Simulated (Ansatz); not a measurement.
# Decaying states in the gap of RbLiZnO2

A new crystal, RbLiZnO2: structure, gap and complex bands. It is built by putting O for S in the RbLiZnS2 structure of space group I-4m2, with the volume rescaled by atomic radii. The parent structure comes from the Materials Project.

Program: Ansatz 0.2.0. Level of theory: r2SCAN DFT, plane waves, PAW files, in the first sound run; inputs show where later runs differ. Results are calculated unless marked as measured.

The structure was built from a prototype and need not be the compound's stable phase.

## Step 1: Set-up

The structure is tetragonal, space group I-4m2 (No. 119). The conventional cell has a = 3.805 Å, b = 3.805 Å, c = 13.007 Å, α = 90.00°, β = 90.00°, γ = 90.00°. Rb has 8 O at 3.35 Å nearest. Nearest to Li lie 4 O at 2.28 Å. Nearest to Zn lie 4 O at 2.28 Å. O has 2 Li at 2.28 Å and 2 Zn at 2.28 Å and 4 Rb at 3.35 Å nearest. It derives from RbLiZnS2. O for S in the RbLiZnS2 structure of space group I-4m2. Farther neighbours and most contacts between anions are not listed.

## Step 2: Cell and atoms at rest

The substituted atoms don't fit the parent's cell, so cell and atoms relax together. A small smearing keeps the run stable in case the gap closes on the way.

Input file input.yaml:

```yaml
crystal:
  lattice:
    - [-1.9023930565, 1.9023930565, 6.503405867]
    - [1.9023930565, -1.9023930565, 6.503405867]
    - [1.9023930565, 1.9023930565, -6.503405867]
  atoms:
    - { symbol: Rb, position: [0.0, 0.0, 0.0] }
    - { symbol: Li, position: [0.25, 0.75, 0.5] }
    - { symbol: Zn, position: [0.75, 0.25, 0.5] }
    - { symbol: O, position: [0.65286, 0.65286, 0.0] }
    - { symbol: O, position: [0.34714, 0.34714, 0.0] }
kpoints:
  mp_grid: { grid: [8, 8, 8] }
scf:
  occupations: { method: gaussian, width: 0.03 }
hamiltonian:
  xc: r2scan
output:
  forces: true
  stress: true
relax:
  f_tol: 0.02
  max_steps: 60
  cell: {}
```

Command:

```
$ ansatz run input.yaml --threads 2 --pin off --max-ram 4096MiB --backend cpu --events-out ev --progress --plain --runs-dir out
```

Numbers of over 12 decimals in the logs are rounded to 6 here.

The log of the run:

```text
basis.fft_grid_basis auto: the FFT boxes are laid along the combinations [[1, 0, 1], [0, 1, 1], [0, 0, 1]] of the cell's own vectors, 3.805, 3.805 and 7.038 Å long. The dense box has 30×30×54 points. Along the cell's own vectors, as sized, it would have 54×54×54, 3.24 times as many. Of the 8 symmetry operations that the crystal satisfies within crystal.symmetry.tolerance (time reversal apart; of a slab, those that ke [...]
Engine: ansatz 0.2.0, x86_64-unknown-linux-gnu
Pseudopotentials: kind: paw
Pseudopotential: Rb, paw, valence charge 9, recommended cutoff 500 eV (meta_gga), Rb.paw.azcp
Pseudopotential: Li, paw, valence charge 3, recommended cutoff 500 eV (meta_gga), Li.paw.azcp
Pseudopotential: Zn, paw, valence charge 12, recommended cutoff 500 eV (meta_gga), Zn.paw.azcp
Pseudopotential: O, paw, valence charge 6, recommended cutoff 500 eV (meta_gga), O.paw.azcp
Functional definition: r2SCAN
  parameter k0 = 0.174
  parameter k1 = 0.065
  parameter a1 = 4.9479
  exchange = r2scan_x(k0 = k0, k1 = k1, a1 = a1)
  correlation = r2scan_c
Crystal: 5 atoms, lattice volume = 94.146 Å³
Basis set: ecut = 500 eV, 2379 PW (Γ), FFT grids on a1+a3, a2+a3, a3, exchange–correlation on 120×120×216 points (64 copies of the dense FFT grid, shifted against one another)
Bands: 23, of which v1, the nominal top of the filled ones, is band 18 counted from 1 (17 counted from 0)
Symmetry: 8 space group operations
Space group: I-4m2 (ITA 119), of the structure as read, at distance tolerance 4.5e-5 Å
k-points: 59 of 512 (time reversal used)
Non-local potential: Rb, projectors of the file, l = 0: 3, l = 1: 2, l = 2: 2
Non-local potential: Li, projectors of the file, l = 0: 3, l = 1: 2, l = 2: 1
Non-local potential: Zn, projectors of the file, l = 0: 2, l = 1: 2, l = 2: 3, l = 3: 1
Non-local potential: O, projectors of the file, l = 0: 2, l = 1: 2, l = 2: 1
PAW form: soft (Blöchl's): semilocal exchange-correlation on the pseudo side does not see the compensation charge
PAW frozen core: Rb, regenerated for the run's functional (the file was generated under x = pbe(κ = 0.804, μ = 0.219515), c = pbe(β = 0.066725))
PAW frozen core: Zn, regenerated for the run's functional (the file was generated under x = pbe(κ = 0.804, μ = 0.219515), c = pbe(β = 0.066725))
PAW frozen core: O, regenerated for the run's functional (the file was generated under x = pbe(κ = 0.804, μ = 0.219515), c = pbe(β = 0.066725))
PAW one-centre angular grid: Rb, 302 points (default); XC on 160 Gauss nodes
PAW one-centre angular grid: Li, 302 points (default); XC on 327 of its mesh's 2665 points in the sphere
PAW one-centre angular grid: Zn, 590 points (default); XC on 261 of its mesh's 2673 points in the sphere
PAW one-centre angular grid: O, 302 points (default); XC on 160 Gauss nodes
Initial density: superposition of atomic densities (neutral atoms: chi_scale 0, normalization atom), corrected by the library's trained network
Initial wavefunctions: pseudopotential atomic-orbital guess
Functional: x = r2scan, c = r2scan; τ floored in thin density (d = 2e-4 eV/Å³)
SCF iter   1: F=—  HF=-7947.255174 eV  |F-HF|=—  |Δ(HF+E_count)|=         —  Δρ=1.19e-2  dr2=8.09e-2  dr2_τ=4.49e-2  ethr=1.77e-3  ⟨swp⟩=6.7  Hψ=7426  notcnv=0
preconditioner: auto → Resta (q_TF=auto, 2.324 Å⁻¹)  ε∞=4.0  [insulator: Δε(μ)=1.850 eV  Ē_g=12.488 eV  σ=0.030 eV  W_gap=1.00  n_scr=20 (ndim 8)  ℏωp=21.6 eV  f_vac=0.037  D(μ)=0.00/eV (n_scr^D=0)  ε∞_Penn≈4.0]
SCF iter   2: F=—  HF=-7947.297926 eV  |F-HF|=—  |Δ(HF+E_count)|=   4.28e-2  Δρ=3.50e-3  dr2=7.32e-3  dr2_τ=1.11e-3  ethr=2.25e-4  ⟨swp⟩=2.4  Hψ=2905  notcnv=0  defer=59
SCF iter   3: F=—  HF=-7947.296298 eV  |F-HF|=—  |Δ(HF+E_count)|=   1.63e-3  Δρ=2.79e-3  dr2=4.20e-3  dr2_τ=1.79e-4  ethr=2.03e-5  ⟨swp⟩=2.0  Hψ=2183  notcnv=0
automatic band count: iteration 3 solves 22 bands in place of 23: the levels show a gap, and the empty bands left out lie too high to hold charge; the band table lists the bands solved (type scf.n_extra_bands for more)
SCF iter   4: F=—  HF=-7947.295438 eV  |F-HF|=—  |Δ(HF+E_count)|=   8.60e-4  Δρ=5.04e-4  dr2=3.32e-4  dr2_τ=5.19e-5  ethr=1.17e-5  ⟨swp⟩=2.0  Hψ=2159  notcnv=0
SCF iter   5: F=—  HF=-7947.295433 eV  |F-HF|=—  |Δ(HF+E_count)|=   5.00e-6  Δρ=3.06e-4  dr2=6.70e-5  dr2_τ=6.73e-6  ethr=9.21e-7  ⟨swp⟩=2.3  Hψ=2168  notcnv=0
SCF iter   6: F=—  HF=-7947.295467 eV  |F-HF|=—  |Δ(HF+E_count)|=   3.39e-5  Δρ=8.12e-5  dr2=1.11e-5  dr2_τ=6.45e-7  ethr=1.86e-7  ⟨swp⟩=2.9  Hψ=2170  notcnv=0
SCF iter   7: F=—  HF=-7947.295468 eV  |F-HF|=—  |Δ(HF+E_count)|=   2.31e-7  Δρ=2.53e-5  dr2=1.03e-6  dr2_τ=2.02e-8  ethr=3.07e-8  ⟨swp⟩=2.0  Hψ=1551  notcnv=0
SCF iter   8: F=-7947.295468 eV  HF=-7947.295468 eV  |F-HF|=1.43e-8  |Δ(HF+E_count)|=   2.98e-8  Δρ=3.81e-6  dr2=1.73e-8  dr2_τ=8.25e-10  ethr=2.78e-10  ⟨swp⟩=3.1  Hψ=5634  notcnv=0
SCF 1 converged in 8 iterations: F = -7947.295468 eV  dr2 = 1.73e-8
  greatest PAW one-centre occupation: 0.999 electrons in one spin orbital (limit 2), on the Li atom at site 1 (counted from 0), in its partial waves of l = 0
relax step   1: F+E_penalty+E_count = -7947.29546756 eV  Δ(F+E_penalty+E_count) = +0.000e0 eV  max|allowed force component| = 2.324e0 eV/Å  Δτ_max = 0.0000 Å  P = -13.534 GPa  Ω = 94.146 Å³  (8 SCF iters, dr2 threshold 1.00e-7 eV, accepted)
Crystal: 5 atoms, lattice volume = 81.994 Å³
Basis set: ecut = 500 eV, 2091 PW (Γ), FFT grids on a1+a3, a2+a3, a3, exchange–correlation on 120×120×216 points (64 copies of the dense FFT grid, shifted against one another)
Initial density: handed on by an earlier stage of this run
Initial wavefunctions: those handed on with the density
iter 1 solved again at ethr=4.06e-4 eV; its pass at ethr=3.10e-3 eV (dr2=1.46e-1 eV) is discarded
SCF iter   1: F=—  HF=-7948.995695 eV  |F-HF|=—  |Δ(HF+E_count)|=         —  Δρ=2.14e-2  dr2=1.46e-1  dr2_τ=2.46e0  ethr=4.06e-4  ⟨swp⟩=1.0  Hψ=7834  notcnv=0
automatic band count: iteration 1 solves 21 bands in place of 23: the levels show a gap, and the empty bands left out lie too high to hold charge; the band table lists the bands solved (type scf.n_extra_bands for more)
preconditioner: auto → Resta (q_TF=auto, 2.379 Å⁻¹)  ε∞=4.7  [insulator: Δε(μ)=2.129 eV  Ē_g=12.042 eV  σ=0.030 eV  W_gap=1.00  n_scr=20 (ndim 8)  ℏωp=23.2 eV  f_vac=0.019  D(μ)=0.00/eV (n_scr^D=0)  ε∞_Penn≈4.7]
SCF iter   2: F=—  HF=-7948.795189 eV  |F-HF|=—  |Δ(HF+E_count)|=   2.01e-1  Δρ=8.32e-3  dr2=2.54e-2  dr2_τ=2.96e-3  ethr=4.06e-4  ⟨swp⟩=3.0  Hψ=2610  notcnv=0
[...]
preconditioner: auto → Resta (q_TF=auto, 2.441 Å⁻¹)  ε∞=4.8  [insulator: Δε(μ)=2.767 eV  Ē_g=12.799 eV  σ=0.030 eV  W_gap=1.00  n_scr=20 (ndim 8)  ℏωp=25.1 eV  f_vac=0.011  D(μ)=0.00/eV (n_scr^D=0)  ε∞_Penn≈4.8]
SCF iter   2: F=—  HF=-7949.141722 eV  |F-HF|=—  |Δ(HF+E_count)|=   5.96e-3  Δρ=4.22e-3  dr2=9.64e-3  dr2_τ=6.21e-4  ethr=9.47e-5  ⟨swp⟩=3.6  Hψ=2693  notcnv=0
SCF iter   3: F=—  HF=-7949.144240 eV  |F-HF|=—  |Δ(HF+E_count)|=   2.52e-3  Δρ=2.45e-3  dr2=2.52e-3  dr2_τ=4.54e-4  ethr=2.68e-5  ⟨swp⟩=2.1  Hψ=2401  notcnv=0
SCF iter   4: F=—  HF=-7949.144116 eV  |F-HF|=—  |Δ(HF+E_count)|=   1.24e-4  Δρ=9.47e-4  dr2=4.77e-4  dr2_τ=3.61e-5  ethr=7.01e-6  ⟨swp⟩=2.0  Hψ=2433  notcnv=0
SCF iter   5: F=—  HF=-7949.144301 eV  |F-HF|=—  |Δ(HF+E_count)|=   1.85e-4  Δρ=3.49e-4  dr2=1.08e-4  dr2_τ=5.55e-6  ethr=1.33e-6  ⟨swp⟩=2.8  Hψ=2505  notcnv=0
SCF iter   6: F=—  HF=-7949.144303 eV  |F-HF|=—  |Δ(HF+E_count)|=   2.94e-6  Δρ=1.11e-4  dr2=7.26e-6  dr2_τ=5.90e-7  ethr=3.00e-7  ⟨swp⟩=2.0  Hψ=1999  notcnv=0
SCF iter   7: F=—  HF=-7949.144304 eV  |F-HF|=—  |Δ(HF+E_count)|=   5.10e-7  Δρ=3.07e-5  dr2=7.40e-7  dr2_τ=2.84e-8  ethr=2.02e-8  ⟨swp⟩=2.0  Hψ=1928  notcnv=0
SCF iter   8: F=-7949.144304 eV  HF=-7949.144304 eV  |F-HF|=2.67e-8  |Δ(HF+E_count)|=   1.92e-7  Δρ=1.11e-5  dr2=8.99e-8  dr2_τ=4.21e-9  ethr=1.39e-9  ⟨swp⟩=5.1  Hψ=5640  notcnv=0
SCF 3 converged in 8 iterations: F = -7949.144304 eV  dr2 = 8.99e-8
relax step   3: F+E_penalty+E_count = -7949.14430413 eV  Δ(F+E_penalty+E_count) = -3.457e-1 eV  max|allowed force component| = 5.521e-1 eV/Å  Δτ_max = 0.0642 Å  P = +1.999 GPa  Ω = 70.170 Å³  energy of the carried Pulay correction = +6.574e-3 eV  (8 SCF iters, dr2 threshold 5.00e-7 eV, accepted)
[...]
relax step   4: F+E_penalty+E_count = -7949.17105852 eV  Δ(F+E_penalty+E_count) = -2.675e-2 eV  max|allowed force component| = 2.047e-1 eV/Å  Δτ_max = 0.0856 Å  P = +0.141 GPa  Ω = 68.711 Å³  energy of the carried Pulay correction = +7.036e-3 eV  (7 SCF iters, dr2 threshold 5.00e-7 eV, accepted)
[...]
relax step   5: F+E_penalty+E_count = -7949.18420970 eV  Δ(F+E_penalty+E_count) = -1.315e-2 eV  max|allowed force component| = 2.763e-2 eV/Å  Δτ_max = 0.0325 Å  P = -0.455 GPa  Ω = 70.392 Å³  energy of the carried Pulay correction = +6.504e-3 eV  (7 SCF iters, dr2 threshold 5.00e-7 eV, accepted)
[...]
relax step   6: F+E_penalty+E_count = -7949.18494380 eV  Δ(F+E_penalty+E_count) = -7.341e-4 eV  max|allowed force component| = 8.500e-3 eV/Å  Δτ_max = 0.0008 Å  P = +0.021 GPa  Ω = 69.938 Å³  energy of the carried Pulay correction = +6.646e-3 eV  (5 SCF iters, dr2 threshold 5.00e-7 eV, accepted)
Basis set: ecut = 500 eV, 1793 PW (Γ), FFT grids on a1+a3, a2+a3, a3, exchange–correlation on 108×108×192 points (64 copies of the dense FFT grid, shifted against one another)
Initial wavefunctions: pseudopotential atomic-orbital guess (no wavefunctions were taken with the density)
iter 1 solved again at ethr=4.24e-7 eV; its pass at ethr=3.10e-3 eV (dr2=1.53e-4 eV) is discarded
SCF iter   1: F=—  HF=-7949.176964 eV  |F-HF|=—  |Δ(HF+E_count)|=         —  Δρ=7.13e-4  dr2=3.30e-5  dr2_τ=1.87e-4  ethr=4.24e-7  ⟨swp⟩=3.0  Hψ=11564  notcnv=0
preconditioner: auto → Resta (q_TF=auto, 2.442 Å⁻¹)  ε∞=4.4  [insulator: Δε(μ)=2.868 eV  Ē_g=13.656 eV  σ=0.030 eV  W_gap=1.00  n_scr=20 (ndim 8)  ℏωp=25.1 eV  f_vac=0.011  D(μ)=0.00/eV (n_scr^D=0)  ε∞_Penn≈4.4]
SCF iter   2: F=—  HF=-7949.177053 eV  |F-HF|=—  |Δ(HF+E_count)|=   8.90e-5  Δρ=3.81e-4  dr2=1.20e-5  dr2_τ=1.41e-5  ethr=9.17e-8  ⟨swp⟩=2.9  Hψ=2554  notcnv=0
SCF iter   3: F=—  HF=-7949.177080 eV  |F-HF|=—  |Δ(HF+E_count)|=   2.69e-5  Δρ=7.79e-5  dr2=1.54e-6  dr2_τ=3.20e-7  ethr=3.34e-8  ⟨swp⟩=2.0  Hψ=2301  notcnv=0
SCF iter   4: F=—  HF=-7949.177080 eV  |F-HF|=—  |Δ(HF+E_count)|=   4.16e-8  Δρ=1.09e-5  dr2=6.18e-8  dr2_τ=9.80e-9  ethr=4.28e-9  ⟨swp⟩=2.0  Hψ=2006  notcnv=0
SCF iter   5: F=—  HF=-7949.177080 eV  |F-HF|=—  |Δ(HF+E_count)|=   1.74e-8  Δρ=5.40e-6  dr2=8.31e-9  dr2_τ=1.77e-9  ethr=1.72e-10  ⟨swp⟩=2.0  Hψ=2090  notcnv=0
SCF iter   6: F=—  HF=-7949.177080 eV  |F-HF|=—  |Δ(HF+E_count)|=   1.46e-8  Δρ=1.61e-6  dr2=8.43e-10  dr2_τ=1.13e-10  ethr=2.31e-11  ⟨swp⟩=2.0  Hψ=2360  notcnv=0
SCF iter   7: F=—  HF=-7949.177080 eV  |F-HF|=—  |Δ(HF+E_count)|=  6.88e-10  Δρ=3.19e-7  dr2=6.55e-11  dr2_τ=6.61e-12  ethr=2.34e-12  ⟨swp⟩=3.0  Hψ=2759  notcnv=0
SCF iter   8: F=-7949.177080 eV  HF=-7949.177080 eV  |F-HF|=3.64e-12  |Δ(HF+E_count)|=  2.82e-11  Δρ=5.96e-8  dr2=5.05e-12  dr2_τ=8.17e-14  ethr=1.00e-12  ⟨swp⟩=4.5  Hψ=4814  notcnv=0
SCF 7 converged in 8 iterations: F = -7949.177080 eV  dr2 = 5.05e-12
relax step   7: F+E_penalty+E_count = -7949.17708009 eV  Δ(F+E_penalty+E_count) = +7.864e-3 eV  max|allowed force component| = 8.533e-3 eV/Å  Δτ_max = 0.0000 Å  P = +0.028 GPa  Ω = 69.938 Å³  stress off target by 3.92e-2 GPa  SCF on the basis re-selected at this cell (its energy is not comparable with the rows above)  (8 SCF iters)
basis re-selected at this cell: Δ(F+E_penalty+E_count) = +7.864e-3 eV, ΔP = +0.007 GPa vs the last step (what re-selecting the basis moved, of the pressure what is left beyond the Pulay correction that the steps carried, after the strain that the cell walked since its last selection, with what the two solves' SCF thresholds leave and, on support functions, any second-order correction that the steps lacked; it is no measure of the basis error at this ecutwfc). The dense FFT grid was sized anew with the basis: this SCF ran on 27×27×48 points, the steps before it on 30×30×54, so part of this shift can come from that change (see relax.cell in the input reference). [rest of the remark cut]
SCF converged after 8 iterations
Free energy (F): -7949.177080 eV
Harris-Foulkes:  -7949.177080 eV  (|F-HF|=3.64e-12)
Internal energy: -7949.177080 eV  (E = F + TS)
E sigma→0 (E₀):  -7949.177080 eV
Fermi energy:    7.240928 eV
--- Per-component energies (eV) ---
  E_band       = -134.673124
  E_kinetic    = 700.460970
  E_local      = -3482.030358  (includes V_loc(G=0)·N_el)
  E_nonlocal   = 855.850966
  E_hartree    = 1370.343177
  E_xc         = -408.139877
  E_vxc        = -434.362427  (∫ρ·V_xc dr)
  E_paw        = -4828.777530  (= ΣΔE_a)
  E_vpaw       = -541.337258  (= ΣTr[D̂ρ^β])
  E_aug_tail   = 0.001873  (compensation charges beyond the density's cutoff)
  E_vtau       = 26.056698  (kinetic-family band-sum trace: ∫τ·v_τ [+ j·A + Jᵃ·Aᵃ] dr)
  E_ewald      = -2156.492873
  E_core_change = -0.393428  (= ΣΔE_core)
  E_smearing   = -0.000000  (= −TS)
  E_closure    = -0.000000  (closes the sum)
  Σ components = -7949.177080   (vs F -7949.177080, Δ=0.00e0)
--- Forces (eV/Å), atoms counted from 1 ---
  atom   1  Rb     0.00000000    -0.00000000    -0.00000000
  atom   2  Li    -0.00000000     0.00000000     0.00000000
  atom   3  Zn    -0.00000000     0.00000000    -0.00000000
  atom   4  O      0.00000000     0.00000000    -0.00853276
  atom   5  O     -0.00000000     0.00000000     0.00853276
  max |Σ_I F_I| component: 1.39e-17 eV/Å
--- Stress (GPa, compression-positive) ---
        0.021853       0.000000       0.000000
        0.000000       0.021853       0.000000
        0.000000       0.000000       0.039188
  P = ⅓ Tr σ = 0.0276 GPa (0.276 kbar)
--- Relaxed structure (6 steps of the walk, 6 accepted, 1 SCFs on fresh bases) ---
  F+E_penalty+E_count = -7949.17708009 eV   max|allowed force component| = 8.533e-3 eV/Å   (the final SCF, on the basis selected at the relaxed cell)
  cell:  # Å, volume = 69.9380 Å³
    - [-1.744330, 1.744330, 5.746406]
    - [1.744330, -1.744330, 5.746406]
    - [1.744330, 1.744330, -5.746406]
  atoms:
    - { symbol: Rb, position: [0, 0, 0] }
    - { symbol: Li, position: [0.250000, 0.75, 0.5] }
    - { symbol: Zn, position: [0.75, 0.250000, 0.5] }
    - { symbol: O, position: [0.667845, 0.667845, 0] }
    - { symbol: O, position: [0.332155, 0.332155, 0] }
```

It took 52 s on 2 threads of Intel Xeon 6975P-C (Granite Rapids), shared host; peak memory 0.66 GiB; 1.7 min of CPU time.

Relaxation path:

```tsv
step	energy less that of the first step (eV)	largest force component (eV/Å)	pressure (GPa)	volume (Å³)
1	0.0000	2.3237	-13.53	94.15
2	-1.5031	0.9206	-8.75	81.99
3	-1.8488	0.5521	2.00	70.17
4	-1.8756	0.2047	0.14	68.71
5	-1.8887	0.0276	-0.46	70.39
6	-1.8895	0.0085	0.02	69.94
7*	-1.8816	0.0085	0.03	69.94
```

Relaxation steps marked * repeat the geometry before them on a plane-wave basis chosen anew for their cell, so energy and pressure can jump there.

The run keeps the 8 symmetry operations that it works with, so distortions that break them were not tested.

```tsv
conventional cell, symmetrised	before	after	change
a (Å)	3.805	3.489	-8.3 %
b (Å)	3.805	3.489	-8.3 %
c (Å)	13.007	11.493	-11.6 %
volume (Å³/atom)	18.83	13.99	-25.7 %
```

The atoms that moved most (Å, as changes of fractional coordinates times the final cell):

```tsv
atom	dx	dy	dz	length
O5	0.000	0.000	-0.172	0.172
O4	0.000	0.000	0.172	0.172
```

The relaxed structure:

```xyz
5
Lattice="-1.7443 1.7443 5.7464 1.7443 -1.7443 5.7464 1.7443 1.7443 -5.7464" Properties=species:S:1:pos:R:3 pbc="T T T"
Rb    0.0000    0.0000    0.0000
Li    1.7443    0.0000    2.8732
Zn    0.0000    1.7443    2.8732
O     0.0000    0.0000    7.6754
O     0.0000    0.0000    3.8174
```

This step gave:

| Item | Value |
| --- | --- |
| free energy | -7949.1771 eV |
| Fermi energy | 7.241 eV |
| pressure | 0.02763 GPa |

The largest force component on a free atom ends at 0.0085 eV/Å.

## Step 3: The bulk crystal and its band edges

The energy window and the wavevectors of the next steps follow from the band edges, so these are searched first, off the mesh as well.

Input file input.yaml:

```yaml
crystal:
  lattice:
    - [-1.7443297641, 1.7443297641, 5.7464056307]
    - [1.7443297641, -1.7443297641, 5.7464056307]
    - [1.7443297641, 1.7443297641, -5.7464056307]
  atoms:
    - { symbol: Rb, position: [0.0, 0.0, 0.0] }
    - { symbol: Li, position: [0.25, 0.75, 0.5] }
    - { symbol: Zn, position: [0.75, 0.25, 0.5] }
    - { symbol: O, position: [0.6678450411, 0.6678450411, 0.0] }
    - { symbol: O, position: [0.3321549589, 0.3321549589, 0.0] }
kpoints:
  mp_grid: { grid: [8, 8, 8] }
  band_path: { path: [VBM, CBM], npoints: 30 }
scf:
  occupations: { method: fixed }
hamiltonian:
  xc: r2scan
output:
  eigenvalues: true
  write_potential: true
  write_density: true
  volumetric_format: npy
```

The log of the run:

```text
[...]
Crystal: 5 atoms, lattice volume = 69.938 Å³
Basis set: ecut = 500 eV, 1793 PW (Γ), FFT grids on a1−a2, a2, a1+a3, exchange–correlation on 144×192×108 points (64 copies of the dense FFT grid, shifted against one another)
Bands: 23, of which v1, the nominal top of the filled ones, is band 18 counted from 1 (17 counted from 0)
Symmetry: 8 space group operations
[...]
k-points: 59 of 512 (time reversal used)
[...]
SCF iter   1: F=—  HF=-7949.092828 eV  |F-HF|=—  |Δ(HF+E_count)|=         —  Δρ=1.36e-2  dr2=7.63e-2  dr2_τ=9.86e-2  ethr=1.77e-3  ⟨swp⟩=5.0  Hψ=6168  notcnv=0  defer=169
[...]
SCF iter   8: F=-7949.177080 eV  HF=-7949.177080 eV  |F-HF|=4.57e-9  |Δ(HF+E_count)|=   1.09e-8  Δρ=4.21e-6  dr2=1.12e-8  dr2_τ=7.15e-10  ethr=2.78e-10  ⟨swp⟩=9.9  Hψ=6019  notcnv=0
SCF 1 converged in 8 iterations: F = -7949.177080 eV  dr2 = 1.12e-8
[...]
NSCF: frozen V_eff on 30 k-points
[...]
SCF converged after 8 iterations
Free energy (F): -7949.177080 eV
[...]
Internal energy: -7949.177080 eV  (E = F + TS)
E sigma→0 (E₀):  -7949.177080 eV
Fermi energy:    5.806684 eV
[...]
--- Band table (eV; the first three rows and the last of 59) ---
  k-point 0: bands = [... 14 lower, 3.6416, 5.6179, 5.6179, 5.7201, 8.6748, 11.7205, 12.2312, 12.7021, ... 1 higher]
  k-point 1: bands = [... 14 lower, 3.8367, 5.2158, 5.3192, 5.8067, 9.5788, 12.3409, 12.7238, 13.0784, ... 1 higher]
  k-point 2: bands = [... 14 lower, 3.9046, 4.8415, 4.9246, 5.6714, 10.9856, 13.2561, 13.9886, 14.1634, ... 1 higher]
  k-point 58: bands = [... 14 lower, 3.9151, 5.1105, 5.5717, 5.5717, 10.2585, 10.8386, 11.6658, 12.0733, ... 1 higher]
```

Elapsed: 15 s, on 2 threads; peak memory 0.58 GiB.

In the SCF lines HF is the Harris–Foulkes energy and dr2 the Hartree energy of the density residual, in eV; the loop may stop once dr2 is under the threshold and the program's other checks hold. Hψ counts applications of the Hamiltonian.

This step gave:

```
Fermi energy        : 5.807 eV
gap on the k-mesh   : 2.868 eV
gap on path         : 2.868 eV, by band count; negative where bands overlap
direct gap on path  : 2.955 eV
edge places on path : 0, 0.3184 1/A along the path
```

Electronic bands along the path, in eV, zero at the Fermi level (highest filled level under fixed occupations); v1 is the highest filled band, c1 the lowest empty one:

```tsv
point	v4	v3	v2	v1	c1	c2	c3	c4
VBM	-1.97	-0.59	-0.49	0.00	3.77	6.53	6.92	7.27
halfway	-2.06	-0.33	-0.30	-0.03	3.13	6.08	6.55	7.00
CBM	-2.17	-0.19	-0.19	-0.09	2.87	5.91	6.42	6.90
```

The searched edges give 2.87 eV, as on the mesh.

(Continued in part 2 of 3.)

[Logs are printed without paths, hosts, clocks, repeated set-up lines and the standing remarks that a program may print on its own settings, such as how far it seeks lower states.]

[Hosts, paths, dates, database ids (printed as entryN), source tags and the programs' standing remarks are cut or masked in the printed files.]
